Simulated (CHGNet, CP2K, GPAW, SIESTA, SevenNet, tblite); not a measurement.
**A faulty CP2K run on Ge(110) slab, H on the bottom face, stepped (75 atoms)**

Program: CP2K 2026.2, a calculation on a cell of 45 Ge and 30 H, with vacuum.

File input.inp:

```
&GLOBAL
  PROJECT cell
  RUN_TYPE ENERGY_FORCE
  PRINT_LEVEL LOW
&END GLOBAL
&FORCE_EVAL
  METHOD QS
  &DFT
    BASIS_SET_FILE_NAME BASIS_MOLOPT
    POTENTIAL_FILE_NAME GTH_POTENTIALS
    &MGRID
      CUTOFF 40
      REL_CUTOFF 50
    &END MGRID
    &QS
      EPS_DEFAULT 1.0E-12
    &END QS
    &SCF
      SCF_GUESS ATOMIC
      EPS_SCF 1.0E-06
      MAX_SCF 60
      ADDED_MOS 29
      &DIAGONALIZATION
        ALGORITHM STANDARD
      &END DIAGONALIZATION
      &SMEAR ON
        METHOD FERMI_DIRAC
        ELECTRONIC_TEMPERATURE [K] 580
      &END SMEAR
      &MIXING
        METHOD BROYDEN_MIXING
        ALPHA 0.15
        NBROYDEN 8
      &END MIXING
      &PRINT
        &RESTART OFF
        &END RESTART
      &END PRINT
    &END SCF
    &XC
      &XC_FUNCTIONAL PBE
      &END XC_FUNCTIONAL
    &END XC
    &PRINT
      &MULLIKEN ON
      &END MULLIKEN
      &HIRSHFELD ON
        SHAPE_FUNCTION DENSITY
      &END HIRSHFELD
      &MO ON
        EIGENVALUES T
        OCCUPATION_NUMBERS T
        MO_INDEX_RANGE 94 117
        &EACH
          QS_SCF 0
        &END EACH
        ADD_LAST NUMERIC
      &END MO
    &END PRINT
  &END DFT
  &SUBSYS
    &CELL
      A 20.00405 0.00000 0.00000
      B 0.00000 16.97400 0.00000
      C 0.00000 0.00000 13.24964
    &END CELL
    &TOPOLOGY
      COORD_FILE_NAME structure.xyz
      COORD_FILE_FORMAT XYZ
    &END TOPOLOGY
    &KIND Ge
      BASIS_SET DZVP-MOLOPT-SR-GTH-q4
      POTENTIAL GTH-PBE-q4
    &END KIND
    &KIND H
      BASIS_SET DZVP-MOLOPT-SR-GTH-q1
      POTENTIAL GTH-PBE-q1
    &END KIND
  &END SUBSYS
  &PRINT
    &FORCES ON
    &END FORCES
  &END PRINT
&END FORCE_EVAL
```

File structure.xyz:

```xyz
75

Ge 17.98164 2.83415 6.22428
Ge 19.99505 1.42599 6.26443
Ge 19.97724 0.02682 8.33031
Ge 2.02481 2.85010 6.27649
Ge 4.01541 1.43210 6.27264
Ge 3.93320 0.00815 8.23810
Ge 2.00541 4.19394 8.24697
Ge 18.00304 8.51263 6.24681
Ge 0.02140 7.10566 6.24336
Ge 0.05361 5.65625 8.23571
[... 61 atom lines left out ...]
H 10.02043 15.05305 4.97935
H 11.98203 11.87179 5.00187
H 14.00324 15.05407 4.99140
H 15.98024 11.87382 4.95775
```

On the command line:

```sh
$ OMP_NUM_THREADS=1 cp2k.psmp -i input.inp > output.txt
```

Numbers of over 12 decimals in the logs are rounded to 6 here.

The log of the run:

```text
CP2K| version string:                                       CP2K version 2026.2
 CP2K| Input file name                                                 input.inp
 GLOBAL| Basis set file name                                        BASIS_MOLOPT
 GLOBAL| Potential file name                                      GTH_POTENTIALS
 GLOBAL| Run type                                                   ENERGY_FORCE
 GLOBAL| Total number of message passing processes                             1
 GLOBAL| Number of threads for this process                                    1
 TOTAL NUMBERS AND MAXIMUM NUMBERS
  Total number of            - Atomic kinds:                                   2
                             - Atoms:                                         75
                             - Shell sets:                                    75
                             - Shells:                                       315
                             - Primitive Cartesian functions:                330
                             - Cartesian basis functions:                    780
[... lines left out ...]
                        Smear method:                                FERMI_DIRAC
[... lines left out ...]
 Number of electrons:                                                        210
[... lines left out ...]
  Step     Update method      Time    Convergence         Total energy    Change
[... lines left out ...]
  *** SCF run converged in    47 steps ***
[... lines left out ...]
  Fermi energy:                                                -0.097133
  Total energy:                                              -190.397049
  Total energy (extrapolated to T->0):                       -190.386192
[... lines left out ...]
 MO|     95              -0.106269              -2.891719               1.986264
 MO|     96              -0.104816              -2.852196               1.969960
[...]
MO|    116              -0.083883              -2.282569               0.001472
 MO|    117              -0.083286              -2.266339               0.001064
 MO| Sum:                                                             210.000000
 MO| E(Fermi):           -0.097133 a.u.         -2.643116 eV
 !-----------------------------------------------------------------------------!
                     Mulliken Population Analysis
 #  Atom  Element  Kind  Atomic population                           Net charge
       1     Ge       1          4.044101                             -0.044101
       2     Ge       1          4.115048                             -0.115048
       3     Ge       1          3.909179                              0.090821
[...]
74     H        2          1.055222                             -0.055222
      75     H        2          1.010696                             -0.010696
 # Total charge                            210.000000                  0.000000
 !-----------------------------------------------------------------------------!
 !-----------------------------------------------------------------------------!
                           Hirshfeld Charges
  #Atom  Element  Kind  Ref Charge     Population                    Net charge
      1       Ge     1       4.000          3.939                         0.061
      2       Ge     1       4.000          3.967                         0.033
      3       Ge     1       4.000          3.936                         0.064
[...]
74       H      2       1.000          1.134                        -0.134
     75       H      2       1.000          1.107                        -0.107
  Total Charge                                                           -0.009
 !-----------------------------------------------------------------------------!
 ENERGY| Total FORCE_EVAL ( QS ) energy [hartree]           -190.397035
 FORCES| Atomic forces [hartree/bohr]
 FORCES|   Atom     x               y               z               |f|
 FORCES|      1  9.29841620E-03  5.64286292E-03  1.63708027E-02   1.96546592E-02
 FORCES|      2  5.27969161E-03 -2.40856891E-03  6.20516712E-03   8.49590765E-03
 FORCES|      3 -1.09777376E-02 -4.82402493E-03  6.83405335E-03   1.38016747E-02
[...]
FORCES|     74  2.78083487E-02 -1.89788407E+00  2.99014928E+00   3.54171286E+00
 FORCES|     75 -1.45262141E+00  2.10848856E+00  2.65594482E+00   3.68915652E+00
 FORCES| Sum    -1.58264785E+00 -3.24192672E+00  5.99910167E+01
 FORCES| Total atomic force                                       6.00993922E+01
```

The job ended after 2.2 min (1 thread of Arm Neoverse N1, shared host; peak memory 0.43 GiB).

Banners, paths, timers and routine set-up lines are dropped from the logs unmarked, and long logs keep their key lines alone; longer cuts are marked.

**Question.** What is wrong with this input?

A grid cutoff far too low: cutoff 40 Ry. The sound run has cutoff 450 Ry.

The run converged all the same, so the exit status doesn't show the fault.

[Also dropped from logs without a mark: logging warnings of Python, and SIESTA's first energy breakdown and zero terms.]

[Logs are printed without paths, hosts, clocks, repeated set-up lines and the standing remarks that a program may print on its own settings, such as how far it seeks lower states.]

[Hosts, paths, dates, database ids (printed as entryN), source tags and the programs' standing remarks are cut or masked in the printed files.]
